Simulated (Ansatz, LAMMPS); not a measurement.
# Relaxing glassy 55SiO2-24Al2O3-11BaO-11CaO (mol %) (124 atoms)

Aim: bring glassy 55SiO2-24Al2O3-11BaO-11CaO (mol %) (124 atoms) to a nearby minimum of the energy and see what moves.

Method: Kohn-Sham DFT, PBE, PAW (set soft_2), plane waves, in Ansatz 0.2.0.

## Step 1: The structure

The cell holds 124 atoms: 21 Si, 18 Al, 4 Ba, 4 Ca and 77 O. Cell: a = 11.746 Å, b = 11.746 Å, c = 11.746 Å, α = 90.0°, β = 90.0°, γ = 90.0°. 124 atoms (21 Si, 18 Al, 4 Ba, 4 Ca, 77 O) placed at random at 2.93 g/cm³, melted at 4000 K for 10 ps at fixed volume with the Morse and Coulomb pair potential with partial charges (Pedone, Malavasi, Menziani, Cormack and Segre, J. Phys. Chem. B 110, 11780 (2006)). Quenched from 4000 K to 300 K at 60 K/ps and fixed volume, held 10 ps at zero pressure.

What the set-up can't give: The quench rate of 60 K/ps is orders of magnitude faster than experiment, which tends to freeze in extra defects. The starting topology of bonds comes from the classical model. The Brillouin zone is sampled at Γ only, in a cell whose shortest periodic width is 12 Å. Spin–orbit coupling is left out, which matters for the levels of the heavy elements.

## Step 2: How the cell was made

A classical potential makes the cell, at a small fraction of what the same run would cost in DFT.

This step: classical MD, Morse and Coulomb pair potential with partial charges (Pedone, Malavasi, Menziani, Cormack and Segre, J. Phys. Chem. B 110, 11780 (2006)) (LAMMPS 22 Jul 2025 - Update 4).

The input, in.lmp:

```
# melt-quench of Si21Al18Ba4Ca4O77
units metal
atom_style charge
boundary p p p
region box block 0 11.9633 0 11.9633 0 11.9633
create_box 5 box
mass 1 28.0850   # Si
mass 2 26.9815   # Al
mass 3 137.3270   # Ba
mass 4 40.0780   # Ca
mass 5 15.9990   # O
create_atoms 1 random 21 231647 NULL overlap 1.5 maxtry 2000
create_atoms 2 random 18 231654 NULL overlap 1.5 maxtry 2000
create_atoms 3 random 4 231661 NULL overlap 1.5 maxtry 2000
create_atoms 4 random 4 231668 NULL overlap 1.5 maxtry 2000
create_atoms 5 random 77 231675 NULL overlap 1.5 maxtry 2000
pair_style hybrid/overlay pedone 5.5 coul/long 8.0
pair_coeff * * coul/long
pair_coeff 1 5 pedone 0.340554 2.006700 2.100000 1   # Si-O
pair_coeff 2 5 pedone 0.361581 1.900442 2.164818 0.9   # Al-O
pair_coeff 3 5 pedone 0.065011 1.547596 3.393410 5   # Ba-O
pair_coeff 4 5 pedone 0.030211 2.241334 2.923245 5   # Ca-O
pair_coeff 5 5 pedone 0.042395 1.379316 3.618701 22   # O-O
set type 1 charge 2.4
set type 2 charge 1.8
set type 3 charge 1.2
set type 4 charge 1.2
set type 5 charge -1.2
kspace_style pppm 1.0e-4
neigh_modify delay 0 every 1 check yes
thermo_style custom step time temp pe press density
thermo_modify norm yes
timestep 0.002
thermo 100
# [... 15 lines left out ...]
fix md all nvt temp 4000 300 0.2
run 30833 post no
unfix md
thermo 1666
fix md all npt temp 300 300 0.2 iso 0 0 2
run 5000 post no
unfix md
write_dump all custom glass.dump id type xs ys zs modify sort id
```

Launch:

```bash
$ lmp -in in.lmp -log none -nocite
```

Numbers of over 12 decimals in the logs are rounded to 6 here.

Output:

```text
LAMMPS (22 Jul 2025 - Update 4)
Created orthogonal box = (0 0 0) to (11.9633 11.9633 11.9633)
Created 21 atoms
Created 18 atoms
Created 4 atoms
Created 4 atoms
Created 77 atoms
PPPM initialization ...
  G vector (1/distance) = 0.37375028
  grid = 12 12 12
  estimated relative force accuracy = 8.5678546e-05
   Step          Time           Temp          PotEng         Press         Density
         0   0              0             -1.9701772      585066.43      2.9259754
        96   0.192          0             -14.674579     -32412.361      2.9259754
Loop time of 0.129204 s on 1 MPI rank(s) for 96 steps with 124 atoms
Minimization stats:
  Stopping criterion = energy tolerance
  Energy initial, next-to-last, final =
     -1.97017722523191  -14.6733178060918  -14.6745785814098
  Force two-norm initial, final = 329.02414 2.4354311
  Iterations, force evaluations = 96 118
   Step          Time           Temp          PotEng         Press         Density
[... 7 lines left out ...]
      2499   4.998          3533.3506     -14.089751      12136.055      2.9259754
      3332   6.664          3957.2234     -14.19105       16570.386      2.9259754
      4165   8.33           4301.5063     -14.111983      3543.7174      2.9259754
      4998   9.996          3706.673      -14.150613      25927.16       2.9259754
      5831   11.662         4360.6327     -14.086706      21086.276      2.9259754
[... 1 line left out ...]
Loop time of 3.85988 s on 1 MPI rank(s) for 5000 steps with 124 atoms
   Step          Time           Temp          PotEng         Press         Density
[... 12 lines left out ...]
Loop time of 16.7201 s on 1 MPI rank(s) for 30833 steps with 124 atoms
   Step          Time           Temp          PotEng         Press         Density
[... 1 line left out ...]
     38318   76.636         316.51438     -14.830465     -6400.0395      3.0631805
     39984   79.968         321.99978     -14.828495     -886.40541      3.0726868
     41650   83.3           308.79966     -14.828518      104.93428      3.0844184
     41833   83.666         282.40381     -14.828367      3282.6652      3.0912198
Loop time of 5.52306 s on 1 MPI rank(s) for 5000 steps with 124 atoms
```

It took 27 s on 1 thread of Intel Xeon Platinum 8488C (Sapphire Rapids), shared host; peak memory 0.07 GiB.

## Step 3: Single point at the start

The forces at the start show how far the geometry lies from a minimum of this functional.

The input, input.yaml:

```yaml
crystal:
  lattice:
    - [11.74621, 0.0, 0.0]
    - [0.0, 11.74621, 0.0]
    - [0.0, 0.0, 11.74621]
  atoms:
    - { symbol: Si, position: [0.46012, 0.77016, 0.89984] }
    - { symbol: Si, position: [0.32723, 0.32635, 0.84156] }
    - { symbol: Si, position: [0.22503, 0.34716, 0.18994] }
    - { symbol: Si, position: [0.44413, 0.15903, 0.37466] }
    - { symbol: Si, position: [0.04218, 0.46523, 0.03876] }
    - { symbol: Si, position: [0.3455, 0.98795, 0.80468] }
    - { symbol: Si, position: [0.73792, 0.98508, 0.89947] }
    - { symbol: Si, position: [0.4989, 0.50327, 0.52351] }
    - { symbol: Si, position: [0.33058, 0.78771, 0.48685] }
    - { symbol: Si, position: [0.42226, 0.93998, 0.20938] }
    - { symbol: Si, position: [0.02537, 0.11496, 0.49544] }
    - { symbol: Si, position: [0.66431, 0.92345, 0.32397] }
    - { symbol: Si, position: [0.24621, 0.7386, 0.15652] }
    - { symbol: Si, position: [0.76301, 0.19783, 0.73212] }
    - { symbol: Si, position: [0.50202, 0.07344, 0.99208] }
    - { symbol: Si, position: [0.10082, 0.12, 0.16116] }
    - { symbol: Si, position: [0.53563, 0.33721, 0.71811] }
    - { symbol: Si, position: [0.01573, 0.80821, 0.27209] }
    - { symbol: Si, position: [0.73404, 0.6187, 0.56694] }
    - { symbol: Si, position: [0.14191, 0.71678, 0.66656] }
    - { symbol: Si, position: [0.80254, 0.69276, 0.33373] }
    - { symbol: Al, position: [0.18212, 0.44419, 0.67823] }
    - { symbol: Al, position: [0.48747, 0.27807, 0.14983] }
    - { symbol: Al, position: [0.22911, 0.01026, 0.35517] }
    - { symbol: Al, position: [0.49189, 0.97827, 0.57579] }
    - { symbol: Al, position: [0.41612, 0.60402, 0.29735] }
    - { symbol: Al, position: [0.8964, 0.02835, 0.24858] }
    - { symbol: Al, position: [0.7318, 0.99994, 0.56838] }
    - { symbol: Al, position: [0.98531, 0.29657, 0.82891] }
    - { symbol: Al, position: [0.31286, 0.38806, 0.42718] }
    - { symbol: Al, position: [0.66181, 0.82777, 0.72345] }
    - { symbol: Al, position: [0.87353, 0.46976, 0.25767] }
    [... 86 atom lines left out ...]
    - { symbol: O, position: [0.36692, 0.04843, 0.30333] }
    - { symbol: O, position: [0.7701, 0.13951, 0.61783] }
    - { symbol: O, position: [0.44988, 0.00923, 0.09704] }
    - { symbol: O, position: [0.35259, 0.25073, 0.40819] }
    - { symbol: O, position: [0.95101, 0.89484, 0.19206] }
    - { symbol: O, position: [0.29175, 0.45417, 0.78401] }
kpoints:
  mp_grid: { grid: [1, 1, 1] }
hamiltonian:
  xc: pbe
scf:
  occupations: { method: gaussian, width: 0.025 }
output:
  forces: true
  stress: true
  populations: true
  dos:
    method: { smearing: { sigma: 0.08 } }
    de: 0.1
    projected: { site_lists: { Al: [Al], Ba: [Ba], Ca: [Ca], O: [O], Si: [Si] } }
  eigenvalues: true
```

Launch:

```bash
$ ansatz run input.yaml --threads 4 --pin off --max-ram 8192MiB --backend cpu --events-out ev --progress --plain --runs-dir out
```

Output:

```text
Engine: ansatz 0.2.0, x86_64-unknown-linux-gnu
Pseudopotentials: kind: paw
Pseudopotential: Si, paw, valence charge 4, recommended cutoff 420 eV (normal), Si.paw.azcp
Pseudopotential: Al, paw, valence charge 3, recommended cutoff 420 eV (normal), Al.paw.azcp
Pseudopotential: Ba, paw, valence charge 10, recommended cutoff 420 eV (normal), Ba.paw.azcp
Pseudopotential: Ca, paw, valence charge 10, recommended cutoff 420 eV (normal), Ca.paw.azcp
Pseudopotential: O, paw, valence charge 6, recommended cutoff 420 eV (normal), O.paw.azcp
Functional definition: PBE
  parameter kappa = 0.804
  parameter beta = 0.066725
  exchange = pbe_x(kappa = kappa, mu = beta*pi^2/3)
  correlation = pbe_c(beta = beta)
Crystal: 124 atoms, lattice volume = 1620.665 Å³
Basis set: ecut = 420 eV, 31559 PW (Γ), exchange–correlation on 160×160×160 points (8 copies of the dense FFT grid, shifted against one another)
Bands: 464, of which v1, the nominal top of the filled ones, is band 340 counted from 1 (339 counted from 0)
Symmetry: 1 space group operations
Space group: P1 (ITA 1), of the structure as read, at distance tolerance 1.2e-4 Å
k-points: 1
Non-local potential: Si, projectors of the file, l = 0: 2, l = 1: 2, l = 2: 2
Non-local potential: Al, projectors of the file, l = 0: 2, l = 1: 2, l = 2: 1
Non-local potential: Ba, projectors of the file, l = 0: 3, l = 1: 2, l = 2: 2, l = 3: 2
Non-local potential: Ca, projectors of the file, l = 0: 3, l = 1: 2, l = 2: 2
Non-local potential: O, projectors of the file, l = 0: 2, l = 1: 2, l = 2: 1
PAW form: soft (Blöchl's): semilocal exchange-correlation on the pseudo side does not see the compensation charge
PAW one-centre angular grid: Si, 110 points (default); XC on 64 Gauss nodes
PAW one-centre angular grid: Al, 110 points (default); XC on 64 Gauss nodes
PAW one-centre angular grid: Ba, 194 points (default); XC on 64 Gauss nodes
PAW one-centre angular grid: Ca, 110 points (default); XC on 64 Gauss nodes
PAW one-centre angular grid: O, 110 points (default); XC on 64 Gauss nodes
Initial density: superposition of atomic densities (neutral atoms: chi_scale 0, normalization atom), corrected by the library's trained network
Initial wavefunctions: pseudopotential atomic-orbital guess
Functional: x = pbe(κ = 0.804, μ = 0.219515), c = pbe(β = 0.066725)
SCF iter   1: F=—  HF=-97935.182858 eV  |F-HF|=—  |Δ(HF+E_count)|=         —  Δρ=2.07e-3  dr2=8.85e-2  ethr=1.77e-3  ⟨swp⟩=7.0  Hψ=2257  notcnv=0  defer=96
preconditioner: auto → Resta (q_TF=auto, 2.361 Å⁻¹)  ε∞=3.4  [insulator: Δε(μ)=3.163 eV  Ē_g=15.251 eV  σ=0.025 eV  W_gap=1.00  n_scr=364 (ndim 8)  ℏωp=23.8 eV  f_vac=0.084  D(μ)=0.00/eV (n_scr^D=0)  ε∞_Penn≈3.4]
SCF iter   2: F=—  HF=-97935.198821 eV  |F-HF|=—  |Δ(HF+E_count)|=   1.60e-2  Δρ=1.10e-3  dr2=2.29e-2  ethr=1.30e-5  ⟨swp⟩=2.0  Hψ=789  notcnv=0  defer=116
SCF iter   3: F=—  HF=-97935.202769 eV  |F-HF|=—  |Δ(HF+E_count)|=   3.95e-3  Δρ=5.33e-4  dr2=6.30e-3  ethr=3.36e-6  ⟨swp⟩=2.0  Hψ=604  notcnv=0  defer=116
SCF iter   4: F=—  HF=-97935.202876 eV  |F-HF|=—  |Δ(HF+E_count)|=   1.06e-4  Δρ=1.74e-4  dr2=5.82e-4  ethr=9.26e-7  ⟨swp⟩=2.0  Hψ=596  notcnv=0  defer=116
SCF iter   5: F=—  HF=-97935.202960 eV  |F-HF|=—  |Δ(HF+E_count)|=   8.45e-5  Δρ=1.15e-4  dr2=2.00e-4  ethr=8.55e-8  ⟨swp⟩=2.0  Hψ=596  notcnv=0  defer=116
SCF iter   6: F=—  HF=-97935.202949 eV  |F-HF|=—  |Δ(HF+E_count)|=   1.11e-5  Δρ=3.54e-5  dr2=2.11e-5  ethr=2.94e-8  ⟨swp⟩=2.0  Hψ=596  notcnv=0  defer=116
SCF iter   7: F=—  HF=-97935.202582 eV  |F-HF|=—  |Δ(HF+E_count)|=   3.67e-4  Δρ=1.28e-5  dr2=2.56e-6  ethr=3.10e-9  ⟨swp⟩=2.0  Hψ=804  notcnv=0  defer=116
SCF iter   8: F=—  HF=-97935.202584 eV  |F-HF|=—  |Δ(HF+E_count)|=   1.95e-6  Δρ=8.12e-6  dr2=9.08e-7  ethr=3.76e-10  ⟨swp⟩=2.0  Hψ=637  notcnv=0  defer=116
SCF iter   9: F=-97935.202585 eV  HF=-97935.202585 eV  |F-HF|=2.97e-8  |Δ(HF+E_count)|=   1.79e-7  Δρ=1.81e-6  dr2=5.14e-8  ethr=1.47e-11  ⟨swp⟩=15.0  Hψ=3281  notcnv=0
SCF 1 converged in 9 iterations: F = -97935.202585 eV  dr2 = 5.14e-8
  greatest PAW one-centre occupation: 0.995 electrons in one spin orbital (limit 2), on the Ca atom at site 44 (counted from 0), in its partial waves of l = 0
SCF converged after 9 iterations
Free energy (F): -97935.202585 eV
Harris-Foulkes:  -97935.202585 eV  (|F-HF|=2.97e-8)
Internal energy: -97935.202585 eV  (E = F + TS)
E sigma→0 (E₀):  -97935.202585 eV
Fermi energy:    6.818262 eV
--- Per-component energies (eV) ---
  E_band       = -2467.873615
  E_kinetic    = 16990.191329
  E_local      = -41212.968624  (includes V_loc(G=0)·N_el)
  E_nonlocal   = 4887.099724
  E_hartree    = 15167.095648
  E_xc         = -8873.160311
  E_vxc        = -10105.200084  (∫ρ·V_xc dr)
  E_paw        = -55771.610025  (= ΣΔE_a)
  E_vpaw       = -3361.377743  (= ΣTr[D̂ρ^β])
  E_aug_tail   = 0.196631  (compensation charges beyond the density's cutoff)
  E_ewald      = -29122.046957
  E_smearing   = -0.000000  (= −TS)
  E_closure    = 0.000000  (closes the sum)
  Σ components = -97935.202585   (vs F -97935.202585, Δ=0.00e0)
--- Forces (eV/Å), atoms counted from 1 ---
  atom   1  Si     2.47742073    -2.99764546     3.23524825
  atom   2  Si    -0.34749394    -0.14359580     0.80402978
  atom   3  Si    -0.34445832    -2.22450249     0.35644557
  atom   4  Si    -2.04355028    -2.87748524    -0.60967412
  atom   5  Si    -0.07492155     1.28363901     0.09938064
  atom   6  Si    -1.21732131     0.44377813     1.26228098
  atom   7  Si    -0.32890737     1.91987145     0.53985527
  atom   8  Si     0.46403639    -0.56905185     3.20364496
  atom   9  Si     2.10630923     2.95460030     0.23383092
  atom  10  Si    -0.17052080     2.11116328     0.75138214
  atom  11  Si    -1.09275684    -1.76692957    -1.36627830
  atom  12  Si     0.36150058     0.05149225     0.22749498
  atom  13  Si     0.40300463     2.43539569    -1.08604688
  atom  14  Si    -0.17927882     2.48424825     3.34685975
[...]
atom 123  O     -1.30614387     0.83053959    -2.17546715
  atom 124  O     -1.94752825    -0.76140804    -0.35029926
  max |Σ_I F_I| component: 8.43e-5 eV/Å
--- Stress (GPa, compression-positive) ---
        7.943666      -0.301870      -0.306345
       -0.301874       9.139450      -1.628184
       -0.306347      -1.628184       7.491129
  P = ⅓ Tr σ = 8.1914 GPa (81.914 kbar)
--- Band table (eV) ---
  k-point 0: bands = ["-35.0550", "-35.0531", "-33.8592", "-33.4875", [... 448 levels ...], "13.8981", "13.9214", "13.9296", "13.9531", "13.9721", "14.0039", "14.0359", "14.0755", "14.0933", "14.1178", "14.1373", "14.1736"]
--- Löwdin populations: 124 sites ---
  site symbol       q [e]
     0     Si      2.2655
     1     Si      2.3039
     2     Si      2.2491
[...]
123      O      6.8299
  spilling = 0.012063 (of n_electrons = 680.000000)
```

Run time: 26 s. Hardware: 4 threads of Intel Xeon Platinum 8488C (Sapphire Rapids), shared host; peak memory 2.4 GiB.

Numbers from this run:

```yaml
free_energy: -97935.2026 eV
free_energy_per_atom: -789.8000 eV/atom
scf_cycles: 9
pressure: 8.191 GPa
r_m_s_force_component: 1.198 eV/Å
longest_force: 5.23 eV/Å
fermi_energy: 6.818 eV
spacing_of_highest_filled_and_lowest_empty_level: 3.032 eV
spilling_of_the_projection: 0.01206
```

The r.m.s. force component of 1.2 eV/Å and the pressure of 8.2 GPa set the starting point.

Length of the force by element:

```
element  coordination  atoms  mean length of the force (eV/Å)  spread  least   most
     Al           all     18                             1.81   0.733   0.56   2.99
     Ba           all      4                            0.693  0.0433  0.623  0.738
     Ca           all      4                            0.858   0.121  0.721   1.04
      O           all     77                             1.77   0.850  0.368   5.15
     Si           all     21                             2.47    1.27  0.430   5.23
```

(Part 1 of 3 ends here.)

[Logs are printed without paths, hosts, clocks, repeated set-up lines and the standing remarks that a program may print on its own settings, such as how far it seeks lower states.]

[Hosts, paths, dates, database ids (printed as entryN), source tags and the programs' standing remarks are cut or masked in the printed files.]
